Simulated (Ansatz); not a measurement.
# Tc of VCuNi in the AlB2 type from its phonons, part 2 of 2

Wanted: λ, ω_log and Tc of VCuNi in the AlB2 type. The cell shown first is a relaxed one, from steps not shown here.

Ansatz 0.2.0; DFT LDA, scalar-relativistic, plane waves, PAW; PAW set soft_1.

So far, coupling constant λ: step 2 (coupling and resistivity: q 3×3×3, k 6×6×9, scattering …) 0.740. Also log mean phonon energy ħω_log (meV): step 2 16.9.

The structure was built from a prototype and need not be the compound's stable phase.

### 3. Coupling and resistivity: scattering mesh 18×18×20

The next rung changes the scattering mesh, which samples the Fermi surface.

File input.yaml:

```yaml
crystal:
  lattice:
    - [4.0053353073, -3.3789e-06, 0.0]
    - [-2.0026647274, 3.4687238163, 0.0]
    - [0.0, 0.0, 2.3893401224]
  atoms:
    - { symbol: V, position: [0.0, 0.0, 0.0] }
    - { symbol: Cu, position: [0.3333333333, 0.6666666667, 0.5] }
    - { symbol: Ni, position: [0.6666666667, 0.3333333333, 0.5] }
kpoints:
  mp_grid: { grid: [6, 6, 9] }
hamiltonian:
  xc: lda
  pseudopotentials: { kind: paw, azcp: { folder: soft_1 }, xc_functional: pbe }
scf:
  occupations: { method: methfessel_paxton, width: 0.2 }
output:
  eigenvalues: true
phonons:
  method: dfpt
  qmesh: [3, 3, 3]
  temperatures: { t_max: 1000, t_step: 50 }
  qpath:
    path:
      - [[0.0, 0.0, 0.0], [0.5, 0.0, 0.0], [0.33333333, 0.33333333, 0.0], [0.0, 0.0, 0.0], [0.0, 0.0, 0.5], [0.5, 0.0, 0.5], [0.33333333, 0.33333333, 0.5], [0.0, 0.0, 0.5]]
      - [[0.5, 0.0, 0.5], [0.5, 0.0, 0.0]]
      - [[0.33333333, 0.33333333, 0.5], [0.33333333, 0.33333333, 0.0]]
    npoints: 10
  electrical_resistivity:
    mesh: [18, 18, 20]
    temperatures: [20.0, 50.0, 77.0, 100.0, 150.0, 200.0, 300.0, 400.0, 600.0, 800.0]
  superconductivity: { mesh: [18, 18, 20] }
```

On the command line:

```console
ansatz run input.yaml --threads 4 --pin off --max-ram 12288MiB --backend cpu --events-out ev --progress --plain --runs-dir out
```

Numbers of over 12 decimals in the logs are rounded to 6 here.

Log:

```text
[...]
Crystal: 3 atoms, lattice volume = 33.196 Å³
Basis set: ecut = 420 eV, 655 PW (Γ), exchange–correlation on 54×54×32 points (8 copies of the dense FFT grid, shifted against one another)
Bands: 30, of which v1, the nominal top of the filled ones, is band 25 counted from 1 (24 counted from 0)
Symmetry: 12 space group operations
k-points: 35 of 324 (time reversal used)
[...]
SCF iter   1: F=—  HF=-15202.023507 eV  |F-HF|=—  |Δ(HF+E_count)|=         —  Δρ=1.09e0  dr2=3.57e2  ethr=3.10e-3  ⟨swp⟩=4.6  Hψ=7267  notcnv=0  defer=2
[...]
SCF iter  15: F=-15189.748920 eV  HF=-15189.748920 eV  |F-HF|=1.82e-12  |Δ(HF+E_count)|=  2.91e-11  S|Δr|=    0.00e0  Δρ=1.12e-7  dr2=2.23e-12  ethr=1.00e-12  ⟨swp⟩=9.5  Hψ=6516  notcnv=0
SCF 1 converged in 15 iterations: F = -15189.748920 eV  dr2 = 2.23e-12
[...]
SCF iter   2: F=-15189.748920 eV  HF=-15189.748920 eV  |F-HF|=3.64e-12  |Δ(HF+E_count)|=  2.15e-10  S|Δr|=    0.00e0  Δρ=1.42e-7  dr2=3.85e-12  ethr=1.00e-12  ⟨swp⟩=6.5  Hψ=4386  notcnv=0
SCF 2 converged in 2 iterations: F = -15189.748920 eV  dr2 = 3.85e-12
[...]
NSCF: frozen V_eff on 35 k-points
[...]
Bands: 35, of which v1, the nominal top of the filled ones, is band 25 counted from 1 (24 counted from 0)
SCF iter   1: F=—  HF=-15202.023507 eV  |F-HF|=—  |Δ(HF+E_count)|=         —  Δρ=1.09e0  dr2=3.57e2  ethr=3.10e-3  ⟨swp⟩=4.6  Hψ=4011  notcnv=0  defer=2
[...]
SCF iter  15: F=-15189.748920 eV  HF=-15189.748920 eV  |F-HF|=0.00e0  |Δ(HF+E_count)|=  2.91e-11  S|Δr|=    0.00e0  Δρ=1.12e-7  dr2=2.22e-12  ethr=1.00e-12  ⟨swp⟩=2.0  Hψ=3346  notcnv=0
SCF 3 converged in 15 iterations: F = -15189.748920 eV  dr2 = 2.22e-12
[...]
SCF converged after 15 iterations
[...]
Free energy (F): -15189.748920 eV
[...]
Internal energy: -15189.755514 eV  (E = F + TS)
E sigma→0 (E₀):  -15189.750569 eV
Entropy (-TS):   0.006594 eV (2.198 meV/atom)
Fermi energy:    18.370551 eV
[...]
--- Band table (eV; the first three rows and the last of 35) ---
  k-point 0: bands = [... 21 lower, 16.9342, 17.2386, 17.2386, 17.5440, 17.5440, 20.9208, 20.9208, 25.0160, ... 6 higher]
  k-point 1: bands = [... 21 lower, 17.0398, 17.0398, 17.3521, 17.9551, 17.9551, 20.5024, 20.5024, 25.4780, ... 6 higher]
  k-point 2: bands = [... 21 lower, 16.6912, 16.6912, 18.5058, 18.7297, 18.7297, 19.7885, 19.7885, 25.7992, ... 6 higher]
  k-point 34: bands = [... 21 lower, 17.3888, 17.4875, 18.1481, 18.5041, 18.9355, 20.6359, 21.1891, 22.4336, ... 6 higher]
[...]
ASR residual: 5.826e-5 → 0.000e0 eV/Å²; symmetrization residual: 2.498e-7 eV/Å²
  ASR residual per site (eV/Å²): 5.83e-5 1.15e-5 5.70e-5
  Γ frequencies (cm⁻¹): 0.00 0.00 0.00 33.74 186.76 260.16 260.16 310.46 310.46
--- Phonons (arbitrary-q DFPT): 6 irreducible q on the 3×3×3 mesh ---
[...]
interpolated dispersion: 93 rows × 9 modes
[...]
--- Electrical resistivity: potentials and phonons of a 3×3×3 supercell ---
[...]
at the Fermi level of each mesh (of a tensor a third of its trace):
[...]
18×18×20                     1.5069              5.4866    0.7052    0.8364          18.025
         9×9×10                     1.6571              5.4373    0.7826    0.9705          16.494
  resistivity on the deck's mesh, µΩ·cm:
[...]
20.00     3.3767e-2              no     4.7078e-2     4.7078e-2     7.1460e-3       6.3227e-2         4.7220e-2
     50.00      1.0754e0              no      1.3422e0      1.3422e0     5.4185e-1        1.5428e0          1.1825e0
     77.00      3.7000e0              no      4.4234e0      4.4234e0      2.2531e0        4.5557e0          3.8300e0
    100.00      6.5906e0              no      7.7384e0      7.7384e0      4.2949e0        7.5815e0          6.6898e0
    150.00      1.3157e1              no      1.5245e1      1.5245e1      8.9817e0        1.4351e1          1.3206e1
    200.00      1.9526e1              no      2.2529e1      2.2529e1      1.3519e1        2.1028e1          1.9552e1
    300.00      3.1859e1              no      3.6581e1      3.6581e1      2.2415e1        3.4198e1          3.1831e1
    400.00      4.3933e1              no      5.0241e1      5.0241e1      3.1319e1        4.7277e1          4.3826e1
    600.00      6.7284e1              no      7.6387e1      7.6387e1      4.9080e1        7.3166e1          6.6987e1
    800.00      8.9499e1              no      1.0108e2      1.0108e2      6.6341e1        9.8720e1          8.9017e1
[...]
vibrations of 27 cells: unjudged by the run; compare a larger repeat
[...]
--- Superconductivity: potentials and phonons of a 3×3×3 supercell ---
           mesh         λ    ħω_log (meV)  μ* declared at (meV)
       18×18×20    0.7052          18.025               21.055
         9×9×10    0.7826          16.494               20.514
  λ by the species' shares of the modes' patterns: V 0.3456, Cu 0.1628, Ni 0.1968
[...]
0.08      8.639         8.996         8.530         8.365        10.592        10.767         10.750
      0.10      7.407         7.685         7.124         6.998         9.197         9.355          9.343
      0.12      6.247         6.461         5.847         5.752         7.912         8.047          8.041
      0.13      5.696         5.883         5.259         5.176         7.312         7.435          7.430
      0.14      5.167         5.329         4.704         4.632         6.740         6.850          6.847
      0.16      4.176         4.298         3.698         3.643         5.684         5.766          5.767
      0.20      2.499         2.562         2.100         2.064         3.914         3.943          3.948
[...]
vibrations of 27 cells: unjudged by the run; compare a larger repeat
[...]
```

It took 13 min on 4 threads of Arm Neoverse V2, shared host; peak memory 5.6 GiB; 52 min of CPU time.

Numbers from this step:

```yaml
resistivity_at_300_k: 31.86 μΩ cm, mean of the axes
coupling_constant_lambda: 0.7052
density_of_states_at_the_fermi_level: 1.507 states/eV a spin and cell
log_mean_phonon_energy_omega_log: 18.02 meV
transport_coupling_constant_lambda_tr: 0.7137, 0.7137, 1.082 (xx, yy, zz)
drude_plasma_energy: 4.653, 4.653, 6.856 eV (xx, yy, zz)
resistivity_times_mean_free_path: 8.646, 8.646, 4.231 × 10⁻¹⁶ Ω m² (xx, yy, zz)
second_moment_phonon_energy_omega: 21.05 meV
```

Transition temperatures:

```tsv
μ*	McMillan Tc (K)	Allen–Dynes Tc (K)	isotropic Fermi-surface Tc (K)	isotropic full bandwidth Tc (K)	anisotropic Fermi-surface Tc (K)	anisotropic full bandwidth Tc (K)	anisotropic narrow window Tc (K)
0.08	8.64	9	8.53	8.36	10.6	10.8	10.8
0.1	7.41	7.69	7.12	7	9.2	9.35	9.34
0.12	6.25	6.46	5.85	5.75	7.91	8.05	8.04
0.13	5.7	5.88	5.26	5.18	7.31	7.43	7.43
0.14	5.17	5.33	4.7	4.63	6.74	6.85	6.85
0.16	4.18	4.3	3.7	3.64	5.68	5.77	5.77
0.2	2.5	2.56	2.1	2.06	3.91	3.94	3.95
```

The Eliashberg function α²F has structure finer than the step of the table below, so its rows give means over 1 meV, whole bins alone (the curve runs from 0.16 to 40.9 meV). Peaks (meV: height): α²F 13.6: 0.479, 18.8: 0.849, 20.4: 0.797, 21.6: 0.617, 24.2: 0.609; α²F tr 13.6: 0.577, 18.8: 1.25, 20.4: 1.13, 21.6: 0.857, 24.9: 0.905.

The Eliashberg function α²F by phonon energy; means over each step:

```tsv
phonon energy (meV)	α²F	α²F tr
1	2.5e-5	0
2	3.1e-4	8.8e-5
3	0.00114	4.6e-4
4	0.00394	0.00168
5	0.0219	0.00949
6	0.0584	0.0309
7	0.0663	0.0393
8	0.0528	0.0360
9	0.0455	0.0350
10	0.0504	0.0424
11	0.0661	0.0584
12	0.0945	0.0904
13	0.253	0.294
14	0.279	0.321
15	0.106	0.108
16	0.0773	0.0927
17	0.101	0.130
18	0.277	0.403
19	0.584	0.896
20	0.490	0.745
21	0.498	0.650
22	0.447	0.576
23	0.474	0.585
24	0.540	0.663
25	0.570	0.811
26	0.374	0.476
27	0.217	0.214
28	0.138	0.138
29	0.126	0.127
30	0.125	0.106
31	0.0997	0.0728
32	0.0717	0.0549
33	0.0515	0.0550
34	0.0699	0.0809
35	0.112	0.140
36	0.0928	0.111
37	0.0888	0.112
38	0.0911	0.114
39	0.0730	0.0785
40	0.0636	0.0638
```

The Eliashberg function α²F has structure finer than the step of the table below, so its rows give means over 2 meV, whole bins alone (the curve runs from 0.16 to 40.9 meV). Peaks (meV: height): α²F 18.8: 0.849, 20.4: 0.797, 21.6: 0.617, 24.2: 0.609; V 18.8: 0.596, 20.4: 0.617, 21.6: 0.486, 24.2: 0.435; Cu 13.6: 0.221, 18.8: 0.172, 20.4: 0.106, 24.2: 0.0802; Ni 13.6: 0.222, 18.8: 0.0808, 20.4: 0.0735, 24.9: 0.106.

Eliashberg function α²F against phonon energy; means over each step:

```tsv
phonon energy (meV)	α²F	V	Cu	Ni
2	3.7e-4	8.2e-5	1.4e-4	1.4e-4
4	0.00554	8.3e-4	0.00164	0.00310
6	0.0536	0.00364	0.00857	0.0414
8	0.0542	0.00494	0.0118	0.0374
10	0.0517	0.00716	0.0188	0.0258
12	0.0994	0.0138	0.0413	0.0443
14	0.263	0.0242	0.121	0.118
16	0.0847	0.0194	0.0341	0.0312
18	0.341	0.214	0.0791	0.0484
20	0.491	0.373	0.0722	0.0460
22	0.458	0.358	0.0571	0.0429
24	0.540	0.403	0.0671	0.0695
26	0.385	0.265	0.0462	0.0741
28	0.147	0.0827	0.0235	0.0410
30	0.121	0.0614	0.0230	0.0361
32	0.0720	0.0245	0.0199	0.0276
34	0.0755	0.00922	0.0355	0.0307
36	0.0969	0.0111	0.0415	0.0443
38	0.0853	0.00556	0.0348	0.0449
```

Anisotropic full-bandwidth solution, weighted at the Fermi level. Gaps:

```tsv
mu*	T (K)	mean gap (meV)	5 % (meV)	95 % (meV)	mean Z
0.1	2.34	1.3	0.771	1.96	1.7
0.1	4.68	1.22	0.723	1.86	1.7
0.1	7.02	0.967	0.569	1.5	1.71
0.1	8.42	0.646	0.379	1.01	1.71
0.13	1.86	0.99	0.545	1.56	1.7
0.13	3.72	0.928	0.509	1.48	1.7
0.13	5.58	0.732	0.398	1.18	1.71
0.13	6.69	0.488	0.264	0.797	1.71
0.16	1.44	0.735	0.367	1.21	1.71
0.16	2.88	0.686	0.34	1.14	1.71
0.16	4.32	0.538	0.265	0.91	1.71
0.16	5.19	0.358	0.175	0.612	1.71
```

Table of dTc/da2F by phonon energy:

```tsv
phonon energy (meV)	dTc/da2F (K/meV)
2	4.03
4	4.69
6	4.41
8	4.00
10	3.62
12	3.29
14	3.00
16	2.75
18	2.54
20	2.34
22	2.18
24	2.03
26	1.90
28	1.78
30	1.68
32	1.58
34	1.49
36	1.41
38	1.34
40	1.28
```

Share of the Fermi-level states against lambda of a state:

```tsv
lambda of a state	share of the Fermi-level states
0.419	0.128
0.477	0.0487
0.535	0.140
0.592	0.0607
0.650	0.082
0.708	0.0963
0.766	0.101
0.823	0.116
0.881	0.0654
0.939	0.0503
0.996	0.0396
1.050	0.0185
1.110	0.0313
1.170	0.0191
1.230	1.0e-4
1.290	0.0012
1.340	0
1.400	8.0e-4
1.460	0
1.520	0
1.570	0
1.630	0
1.690	1.0e-4
1.750	1.0e-4
```

### 4. What came out

```json
{"meshes": "q 3×3×3, k 6×6×9, scattering 18×18×20", "coupling constant λ": "0.705", "log mean phonon energy ħω_log": "18.0 meV", "Allen–Dynes Tc at μ* = 0.1": "7.69 K", "Allen–Dynes Tc at μ* = 0.13": "5.88 K", "anisotropic Eliashberg Tc at μ* = 0.1": "9.35 K", "anisotropic Eliashberg Tc at μ* = 0.13": "7.43 K"}
```

In words: In the last run (LDA, q 3×3×3, k 6×6×9, scattering 18×18×20), with λ = 0.71 and ħω_log = 18.0 meV, Tc at μ* = 0.13 is 5.7 K by McMillan's formula, 5.9 K by Allen and Dynes's and 7.4 K by the anisotropic Eliashberg equations. Raising μ* from 0.10 to 0.16 lowers the Allen–Dynes value from 7.7 to 4.3 K. The mean gap at a quarter of Tc gives 2Δ/k_B Tc = 3.09, against 3.53 in weak-coupling theory. The gap spreads from 0.55 to 1.6 meV over nine tenths of the Fermi surface. By the run's own test λ is not converged in the fine mesh: it moves by 11 % between the two finest. The run's transport test calls it not converged in the mesh; ρ(300 K) moves by 12 % in the component that moves most. In 2 of the runs shown, the last among them, the self-energy step met imaginary modes and the program fell back to plain Fourier phonons, a sign of a lattice near an instability that the q mesh may not hold. The runs are not spin-polarised; where the real material orders magnetically, these values do not describe it. These meshes are coarse. Over the runs, λ takes the values 0.740 and 0.705, in the order shown. The structure is a hand-built model. The compound is a prototype filled by a generator; whether it can be made, and whether it orders so, was not tested. μ* is a typed number, phonons are harmonic, and spin fluctuations are left out; at μ* = 0.13 McMillan's formula turns 1 % in λ into about 2.9 % in Tc.

[Logs are printed without paths, hosts, clocks, repeated set-up lines and the standing remarks that a program may print on its own settings, such as how far it seeks lower states.]

[Hosts, paths, dates, database ids (printed as entryN), source tags and the programs' standing remarks are cut or masked in the printed files.]
